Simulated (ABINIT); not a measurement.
# Completion of the band sum in GW: BaZrSe3 (P1), part 2 of 2

Aim: few bands, with and without a completion of the sum over empty states, for BaZrSe3 (P1).

ABINIT 10.8.3; PBEsol and many-body steps on it, plane waves. Known limits of the many-body steps: short of the basis limit; exchange with frozen shells missing; no spin-orbit coupling; coarse k mesh.

So far. Step 3 (Screening, 2×2×2 mesh, 191 bands, screening to 122.5 eV): Local fields lower ε∞ by 21 %. On a Γ-centred mesh this coarse the value itself is usually too large, while a short band sum pulls it down. Step 4 (191 bands): The gap on the mesh goes from 0.16 eV to 1.57 eV, a correction of +1.41 eV.

### Step 6. 49 bands

This step: G0W0 on PBEsol, plane waves, norm-conserving pseudopotentials.

The input, run.abi:

```
acell 3*1.0 Angstrom
rprim 
  5.287383000000 -0.000000000000 -0.000000000000
  0.003576000000 5.296392000000 -0.000000000000
  0.007950000000 0.010054000000 5.309462000000
ntypat 3
znucl 56 40 34
natom 5
typat 1 2 3 3 3
xred 
  0.998643000000 0.998478000000 0.998673000000
  0.476578000000 0.490069000000 0.476727000000
  0.488317000000 0.998506000000 0.502693000000
  0.983845000000 0.511636000000 0.518540000000
  0.492614000000 0.501310000000 0.993370000000
pp_dirpath "pseudos"
pseudos "Ba.upf, Zr.upf, Se.upf"
ecut 39
ngkpt 2 2 2
nshiftk 1
shiftk 0 0 0
kptopt 1
chksymbreak 0
istwfk *1
occopt 1
irdwfk 1
optdriver 4
nband 49
gwcalctyp 0
ecutsigx 39
symsigma 1
nkptgw 2
kptgw 
  0.5000000000 0.5000000000 0.5000000000
  0.0000000000 0.0000000000 0.0000000000
bdgw 
  34 37
  34 37
ecuteps 4.5
irdscr 1
ppmodel 1
indata_prefix "in"
outdata_prefix "out"
tmpdata_prefix "tmp"
```

Started as:

```sh
$ OMP_NUM_THREADS=1 mpirun -n 4 abinit run.abi > log
```

The program printed:

```text
.Version 10.8.3 of ABINIT. v10.8.2 released Aug 2026.

 Symmetries : space group P1 (#  1); Bravais aP (primitive triclinic)
[... echo of the input left out ...]
== DATASET  1 ==================================================================
-   mpi_nproc: 4, omp_nthreads: 1 (-1 if OMP is not activated)

--- !DatasetInfo
iteration_state: {dtset: 1, }
dimensions: {natom: 5, nkpt: 8, mband: 49, nsppol: 1, nspinor: 1, nspden: 1, mpw: 11685, }
cutoff_energies: {ecut:  39.0, pawecutdg:  -1.0, }
electrons: {nelect:   7.00000000E+01, charge:   0.00000000E+00, occopt:   1.00000000E+00, tsmear:   1.00000000E-02, }

 SIGMA: Calculation of the GW corrections

 Based on a program developped by R.W. Godby, V. Olevano, G. Onida, and L. Reining.
 Incorporated in ABINIT by V. Olevano, G.-M. Rignanese, and M. Torrent.
.Using double precision arithmetic ; gwpc =  8

[... cell and pseudopotentials left out ...]
--------------------------------------------------------------------------------

 ==== K-mesh for the wavefunctions ====
 Number of points in the irreducible wedge :     8
[... list of points left out ...]
 Together with  1 symmetry operations and time-reversal symmetry
 yields     8 points in the full Brillouin Zone.

 ==== Q-mesh for screening function ====
 Number of points in the irreducible wedge :     8
[... list of points left out ...]
 Together with  1 symmetry operations and time-reversal symmetry
 yields     8 points in the full Brillouin Zone.

 vcoul_init : cutoff-mode = AUXILIARY_FUNCTION
 q-points for optical limit:   1
     1)      0.000010    0.000020    0.000030
 setmesh: FFT mesh size selected  =    60x   60x   60
          total number of points  =       216000

 Number of electrons calculated from density =   70.0000; Expected =   70.0000
[...]
number of omega for Sigma on real axis              0
 max omega for Sigma on real axis  [eV]           0.00
 zcut for avoiding poles [eV]                     0.10

 EPSILON^-1 parameters (SCR file):
 dimension of the eps^-1 matrix on file            461
 dimension of the eps^-1 matrix used               461
 number of plane-waves for wavefunctions         11685
 number of bands                                    49
 number of q-points in IBZ                           8
 number of frequencies                               2
 number of real frequencies                          1
 number of imag frequencies                          1

 matrix elements of self-energy operator (all in [eV])

 Perturbative Calculation

--- !SelfEnergy_ee
iteration_state: {dtset: 1, }
kpoint     : [   0.500,    0.500,    0.500, ]
spin       : 1
KS_gap     :    2.344
QP_gap     :    4.044
Delta_QP_KS:    1.700
data: !SigmaeeData |
     Band     E0 <VxcDFT>   SigX SigC(E0)      Z dSigC/dE  Sig(E)    E-E0       E
       34   4.975 -13.664 -16.877   3.309   0.786  -0.273 -13.589   0.076   5.051
       35   5.008 -13.676 -16.904   3.337   0.785  -0.273 -13.590   0.086   5.095
       36   7.352 -12.842  -7.353  -3.163   0.768  -0.302 -11.056   1.786   9.138
[...]
--- !SelfEnergy_ee
iteration_state: {dtset: 1, }
kpoint     : [   0.000,    0.000,    0.000, ]
spin       : 1
KS_gap     :    0.698
QP_gap     :    2.340
Delta_QP_KS:    1.642
data: !SigmaeeData |
     Band     E0 <VxcDFT>   SigX SigC(E0)      Z dSigC/dE  Sig(E)    E-E0       E
[...]
36   5.166 -12.570  -7.747  -2.581   0.782  -0.279 -10.816   1.754   6.919
       37   5.296 -12.656  -8.190  -2.346   0.785  -0.274 -10.992   1.664   6.960

== END DATASET(S) ==============================================================
================================================================================

 -outvars: echo values of variables after computation  --------
           etotal      0.0000000000E+00
            nband          49
             nkpt           8
          spgroup           1
 [... the other variables as echoed above ...]

 Calculation completed.
```

Wall time 13 s (4 MPI ranks of Intel Xeon 6975P-C (Granite Rapids), shared host); peak memory 1.8 GiB.

Numbers from this step:

* G0W0 gap on the mesh: 1.824 eV
* starting gap on the mesh: 0.1573 eV
* k of the valence top: 0.5, 0.5, 0.5
* k of the conduction bottom: 0, 0, 0
* Z at the valence top: 0.785
* Z at the conduction bottom: 0.782
* least direct G0W0 gap on the computed points: 2.319 eV

Against G0W0 in ABINIT (2×2×2 mesh, 191 bands, screening to 122.5 eV, Godby-Needs plasmon pole), the gap moves by +0.257 eV.

### Step 7. Screening, 2×2×2 mesh, 49 bands, screening to 122.5 eV

This step: RPA screening on PBEsol, plane waves, norm-conserving pseudopotentials.

Edit run.abi of step 6 so:

```diff
@@ -26,17 +26,10 @@
 irdwfk 1
-optdriver 4
+optdriver 3
 nband 49
-gwcalctyp 0
-ecutsigx 39
-symsigma 1
-nkptgw 2
-kptgw 
-  0.5000000000 0.5000000000 0.5000000000
-  0.0000000000 0.0000000000 0.0000000000
-bdgw 
-  34 37
-  34 37
 ecuteps 4.5
-irdscr 1
-ppmodel 1
+inclvkb 2
+awtr 1
+symchi 1
+gwcomp 1
+gwencomp 2
 indata_prefix "in"
```

The program printed:

```text
.Version 10.8.3 of ABINIT. v10.8.2 released Aug 2026.

 Symmetries : space group P1 (#  1); Bravais aP (primitive triclinic)
[... echo of the input left out ...]
== DATASET  1 ==================================================================
-   mpi_nproc: 4, omp_nthreads: 1 (-1 if OMP is not activated)

--- !DatasetInfo
iteration_state: {dtset: 1, }
dimensions: {natom: 5, nkpt: 8, mband: 49, nsppol: 1, nspinor: 1, nspden: 1, mpw: 11685, }
cutoff_energies: {ecut:  39.0, pawecutdg:  -1.0, }
[...]
--------------------------------------------------------------------------------
[... chi0 elements left out ...]
 For q-point:  0.000010 0.000020 0.000030
  dielectric constant =  23.6659
  dielectric constant without local fields =  30.5391

  Average fulfillment of the sum rule on Im[epsilon] for q-point    1 :    181.68  [%]
[... wings left out ...]
  q-point number  2        q = ( 0.500000, 0.000000, 0.000000) [r.l.u.]
--------------------------------------------------------------------------------
[... chi0 elements left out ...]
  Average fulfillment of the sum rule on Im[epsilon] for q-point    2 :    195.84  [%]

 [... 6 further q-points ...]
```

The job ended after 89 s (4 MPI ranks; peak memory 2 GiB; 5.9 min of CPU time).

Read from the output:

```yaml
eps_infinity_with_local_fields_on_this_mesh: 23.67
eps_infinity_without_local_fields_on_this_mesh: 30.54
plasma_frequency: 25.48 eV
plane_waves_in_the_screening_matrix: 461
```

### Step 8. 49 bands, completed

This step: G0W0 on PBEsol, plane waves, norm-conserving pseudopotentials.

Edit run.abi of step 7 so:

```diff
@@ -26,8 +26,17 @@
 irdwfk 1
-optdriver 3
+optdriver 4
 nband 49
+gwcalctyp 0
+ecutsigx 39
+symsigma 1
+nkptgw 2
+kptgw 
+  0.5000000000 0.5000000000 0.5000000000
+  0.0000000000 0.0000000000 0.0000000000
+bdgw 
+  34 37
+  34 37
 ecuteps 4.5
-inclvkb 2
-awtr 1
-symchi 1
+irdscr 1
+ppmodel 1
 gwcomp 1
```

The program printed:

```text
.Version 10.8.3 of ABINIT. v10.8.2 released Aug 2026.

 Symmetries : space group P1 (#  1); Bravais aP (primitive triclinic)
[... echo of the input left out ...]
== DATASET  1 ==================================================================
-   mpi_nproc: 4, omp_nthreads: 1 (-1 if OMP is not activated)

--- !DatasetInfo
iteration_state: {dtset: 1, }
dimensions: {natom: 5, nkpt: 8, mband: 49, nsppol: 1, nspinor: 1, nspden: 1, mpw: 11685, }
cutoff_energies: {ecut:  39.0, pawecutdg:  -1.0, }
[...]
Band     E0 <VxcDFT>   SigX SigC(E0)      Z dSigC/dE  Sig(E)    E-E0       E
[...]
36   5.166 -12.570  -7.747  -3.682   0.804  -0.243 -11.652   0.918   6.084
       37   5.296 -12.656  -8.190  -3.429   0.808  -0.238 -11.819   0.837   6.133

== END DATASET(S) ==============================================================
================================================================================

 -outvars: echo values of variables after computation  --------
           etotal      0.0000000000E+00
            nband          49
             nkpt           8
          spgroup           1
 [... the other variables as echoed above ...]

 Calculation completed.
```

Wall time 13 s (4 MPI ranks); peak memory 1.8 GiB.

Read from the output:

* G0W0 gap on the mesh: 1.652 eV
* starting gap on the mesh: 0.1573 eV
* k of the valence top: 0.5, 0.5, 0.5
* k of the conduction bottom: 0, 0, 0
* least direct G0W0 gap on the computed points: 2.161 eV

Against G0W0 in ABINIT (2×2×2 mesh, 191 bands, screening to 122.5 eV, Godby-Needs plasmon pole), the gap moves by +0.085 eV.

### Step 9. Screening, 2×2×2 mesh, 90 bands, screening to 122.5 eV

This step: RPA screening on PBEsol, plane waves, norm-conserving pseudopotentials.

Edit run.abi of step 8 so:

```diff
@@ -26,19 +26,8 @@
 irdwfk 1
-optdriver 4
-nband 49
-gwcalctyp 0
-ecutsigx 39
-symsigma 1
-nkptgw 2
-kptgw 
-  0.5000000000 0.5000000000 0.5000000000
-  0.0000000000 0.0000000000 0.0000000000
-bdgw 
-  34 37
-  34 37
+optdriver 3
+nband 90
 ecuteps 4.5
-irdscr 1
-ppmodel 1
-gwcomp 1
-gwencomp 2
+inclvkb 2
+awtr 1
+symchi 1
 indata_prefix "in"
```

The program printed:

```text
.Version 10.8.3 of ABINIT. v10.8.2 released Aug 2026.

 Symmetries : space group P1 (#  1); Bravais aP (primitive triclinic)
[... echo of the input left out ...]
== DATASET  1 ==================================================================
-   mpi_nproc: 4, omp_nthreads: 1 (-1 if OMP is not activated)

--- !DatasetInfo
iteration_state: {dtset: 1, }
dimensions: {natom: 5, nkpt: 8, mband: 90, nsppol: 1, nspinor: 1, nspden: 1, mpw: 11685, }
cutoff_energies: {ecut:  39.0, pawecutdg:  -1.0, }
[...]
--------------------------------------------------------------------------------
[... chi0 elements left out ...]
 For q-point:  0.000010 0.000020 0.000030
  dielectric constant =  24.2812
  dielectric constant without local fields =  31.0790

  Average fulfillment of the sum rule on Im[epsilon] for q-point    1 :     36.62  [%]
[... wings left out ...]
  q-point number  2        q = ( 0.500000, 0.000000, 0.000000) [r.l.u.]
--------------------------------------------------------------------------------
[... chi0 elements left out ...]
  Average fulfillment of the sum rule on Im[epsilon] for q-point    2 :     43.96  [%]

 [... 6 further q-points ...]
```

Wall time 76 s (4 MPI ranks); peak memory 2.3 GiB; 5.1 min of CPU time.

Numbers from this step:

```
ε∞ with local fields, on this mesh    : 24.28
ε∞ without local fields, on this mesh : 31.08
plasma frequency                      : 25.48 eV
plane waves in the screening matrix   : 461
```

### Step 10. 90 bands

This step: G0W0 on PBEsol, plane waves, norm-conserving pseudopotentials.

Edit run.abi of step 9 so:

```diff
@@ -26,8 +26,17 @@
 irdwfk 1
-optdriver 3
+optdriver 4
 nband 90
+gwcalctyp 0
+ecutsigx 39
+symsigma 1
+nkptgw 2
+kptgw 
+  0.5000000000 0.5000000000 0.5000000000
+  0.0000000000 0.0000000000 0.0000000000
+bdgw 
+  34 37
+  34 37
 ecuteps 4.5
-inclvkb 2
-awtr 1
-symchi 1
+irdscr 1
+ppmodel 1
 indata_prefix "in"
```

The program printed:

```text
.Version 10.8.3 of ABINIT. v10.8.2 released Aug 2026.

 Symmetries : space group P1 (#  1); Bravais aP (primitive triclinic)
[... echo of the input left out ...]
== DATASET  1 ==================================================================
-   mpi_nproc: 4, omp_nthreads: 1 (-1 if OMP is not activated)

--- !DatasetInfo
iteration_state: {dtset: 1, }
dimensions: {natom: 5, nkpt: 8, mband: 90, nsppol: 1, nspinor: 1, nspden: 1, mpw: 11685, }
cutoff_energies: {ecut:  39.0, pawecutdg:  -1.0, }
[...]
Band     E0 <VxcDFT>   SigX SigC(E0)      Z dSigC/dE  Sig(E)    E-E0       E
[...]
36   5.166 -12.570  -7.747  -3.345   0.788  -0.270 -11.405   1.165   6.330
       37   5.296 -12.656  -8.190  -3.116   0.788  -0.269 -11.592   1.064   6.360

== END DATASET(S) ==============================================================
================================================================================

 -outvars: echo values of variables after computation  --------
           etotal      0.0000000000E+00
            nband          90
             nkpt           8
          spgroup           1
 [... the other variables as echoed above ...]

 Calculation completed.
```

The job ended after 18 s (4 MPI ranks; peak memory 1.8 GiB; 71 s of CPU time).

Numbers from this step:

| Quantity | Value |
| --- | --- |
| G0W0 gap on the mesh | 1.635 eV |
| starting gap on the mesh | 0.1573 eV |
| k of the valence top | 0.5, 0.5, 0.5 |
| k of the conduction bottom | 0, 0, 0 |
| least direct G0W0 gap on the computed points | 2.116 eV |

Against G0W0 in ABINIT (2×2×2 mesh, 191 bands, screening to 122.5 eV, Godby-Needs plasmon pole), the gap moves by +0.068 eV.

### Step 11. Screening, 2×2×2 mesh, 90 bands, screening to 122.5 eV

This step: RPA screening on PBEsol, plane waves, norm-conserving pseudopotentials.

Edit run.abi of step 10 so:

```diff
@@ -26,17 +26,10 @@
 irdwfk 1
-optdriver 4
+optdriver 3
 nband 90
-gwcalctyp 0
-ecutsigx 39
-symsigma 1
-nkptgw 2
-kptgw 
-  0.5000000000 0.5000000000 0.5000000000
-  0.0000000000 0.0000000000 0.0000000000
-bdgw 
-  34 37
-  34 37
 ecuteps 4.5
-irdscr 1
-ppmodel 1
+inclvkb 2
+awtr 1
+symchi 1
+gwcomp 1
+gwencomp 1.5
 indata_prefix "in"
```

The program printed:

```text
.Version 10.8.3 of ABINIT. v10.8.2 released Aug 2026.

 Symmetries : space group P1 (#  1); Bravais aP (primitive triclinic)
[... echo of the input left out ...]
== DATASET  1 ==================================================================
-   mpi_nproc: 4, omp_nthreads: 1 (-1 if OMP is not activated)

--- !DatasetInfo
iteration_state: {dtset: 1, }
dimensions: {natom: 5, nkpt: 8, mband: 90, nsppol: 1, nspinor: 1, nspden: 1, mpw: 11685, }
cutoff_energies: {ecut:  39.0, pawecutdg:  -1.0, }
[...]
--------------------------------------------------------------------------------
[... chi0 elements left out ...]
 For q-point:  0.000010 0.000020 0.000030
  dielectric constant =  24.4564
  dielectric constant without local fields =  31.0790

  Average fulfillment of the sum rule on Im[epsilon] for q-point    1 :    135.14  [%]
[... wings left out ...]
  q-point number  2        q = ( 0.500000, 0.000000, 0.000000) [r.l.u.]
--------------------------------------------------------------------------------
[... chi0 elements left out ...]
  Average fulfillment of the sum rule on Im[epsilon] for q-point    2 :    137.96  [%]

 [... 6 further q-points ...]
```

It took 2.3 min on 4 MPI ranks; peak memory 2.4 GiB.

Read from the output:

| Quantity | Value |
| --- | --- |
| ε∞ with local fields, on this mesh | 24.46 |
| ε∞ without local fields, on this mesh | 31.08 |
| plasma frequency | 25.48 eV |
| plane waves in the screening matrix | 461 |

### Step 12. 90 bands, completed

This step: G0W0 on PBEsol, plane waves, norm-conserving pseudopotentials.

Edit run.abi of step 11 so:

```diff
@@ -26,8 +26,17 @@
 irdwfk 1
-optdriver 3
+optdriver 4
 nband 90
+gwcalctyp 0
+ecutsigx 39
+symsigma 1
+nkptgw 2
+kptgw 
+  0.5000000000 0.5000000000 0.5000000000
+  0.0000000000 0.0000000000 0.0000000000
+bdgw 
+  34 37
+  34 37
 ecuteps 4.5
-inclvkb 2
-awtr 1
-symchi 1
+irdscr 1
+ppmodel 1
 gwcomp 1
```

The program printed:

```text
.Version 10.8.3 of ABINIT. v10.8.2 released Aug 2026.

 Symmetries : space group P1 (#  1); Bravais aP (primitive triclinic)
[... echo of the input left out ...]
== DATASET  1 ==================================================================
-   mpi_nproc: 4, omp_nthreads: 1 (-1 if OMP is not activated)

--- !DatasetInfo
iteration_state: {dtset: 1, }
dimensions: {natom: 5, nkpt: 8, mband: 90, nsppol: 1, nspinor: 1, nspden: 1, mpw: 11685, }
cutoff_energies: {ecut:  39.0, pawecutdg:  -1.0, }
[...]
Band     E0 <VxcDFT>   SigX SigC(E0)      Z dSigC/dE  Sig(E)    E-E0       E
[...]
36   5.166 -12.570  -7.747  -4.302   0.792  -0.263 -12.157   0.413   5.578
       37   5.296 -12.656  -8.190  -4.067   0.793  -0.262 -12.340   0.316   5.612

== END DATASET(S) ==============================================================
================================================================================

 -outvars: echo values of variables after computation  --------
           etotal      0.0000000000E+00
            nband          90
             nkpt           8
          spgroup           1
 [... the other variables as echoed above ...]

 Calculation completed.
```

It took 19 s on 4 MPI ranks; peak memory 1.8 GiB.

This step gave:

```
G0W0 gap on the mesh                         : 1.564 eV
starting gap on the mesh                     : 0.1573 eV
k of the valence top                         : 0.5, 0.5, 0.5
k of the conduction bottom                   : 0, 0, 0
least direct G0W0 gap on the computed points : 2.071 eV
```

Against G0W0 in ABINIT (2×2×2 mesh, 191 bands, screening to 122.5 eV, Godby-Needs plasmon pole), the gap moves by −0.003 eV.

### Step 13. Side by side

Times are wall times on 4 MPI ranks of Intel Xeon 6975P-C (Granite Rapids), shared host, good to a factor of about two. A run's time includes the screening step that it read.

```
                run   mesh  bands  screening cutoff (eV)  DFT gap (eV)  gap on the mesh (eV)  direct (eV)  ε∞ used     time
          191 bands  2×2×2    191                  122.5         0.157                 1.567        2.050    24.48  4.2 min
           49 bands  2×2×2     49                  122.5         0.157                 1.824        2.319    23.12     46 s
49 bands, completed  2×2×2     49                  122.5         0.157                 1.652        2.161    23.67  1.7 min
           90 bands  2×2×2     90                  122.5         0.157                 1.635        2.116    24.28     95 s
90 bands, completed  2×2×2     90                  122.5         0.157                 1.564        2.071    24.46  2.6 min
```

### Step 14. Results

| Quantity | Value |
| --- | --- |
| 191 bands | 1.567 eV |
| 49 bands | 1.824 eV |
| 49 bands, completed | 1.652 eV |
| 90 bands | 1.635 eV |
| 90 bands, completed | 1.564 eV |

In words: 49 bands: +0.257 eV against 191 bands. 49 bands, completed: +0.085 eV against 191 bands. 90 bands: +0.068 eV against 191 bands. 90 bands, completed: −0.003 eV against 191 bands. The row with most bands is itself short of the limit, so it is no exact reference, and agreement of a truncated run with it can be a cancellation between the edges. The 2×2×2 mesh is coarse for this cell, which bears on the long-range parts of exchange and screening. The norm-conserving file of at least one element keeps a d shell over frozen s and p shells of the same row. Exchange with those shells is missing from the self-energy, an error of 0.3 to 0.9 eV in cases checked, whose sign depends on which edge lies on those atoms. The many-body steps are scalar-relativistic: spin-orbit coupling is not in them.

[Long decimals in the printed logs are rounded to 6 places.]

[Logs are printed without paths, hosts, clocks, repeated set-up lines and the standing remarks that a program may print on its own settings, such as how far it seeks lower states.]

[Paths, hosts, dates, memory and timing lines, banners, echoed tables and standing remarks are left out of the program output; an Ansatz launch command may be rebuilt from the run's recorded settings. Measured values are a selection of at most five: reports struck by readers or far from the other reports are left out. None is set beside runs whose start may be inverted or whose files or cutoffs have a known fault.]

[Runs of the session that timed out or met a known fault of the program may be left out.]

[Hosts, paths, dates, database ids (printed as entryN), source tags and the programs' standing remarks are cut or masked in the printed files.]

[G0W0 gaps are taken among the corrected bands and points alone; a level outside them can change the order at an edge.]

[Where Ansatz stands beside ABINIT at settings called matched, ABINIT's density can come from a denser mesh and the files from another edition; pairs whose starting gaps differed by over 0.03 eV were left out, so agreement reads better than it is.]
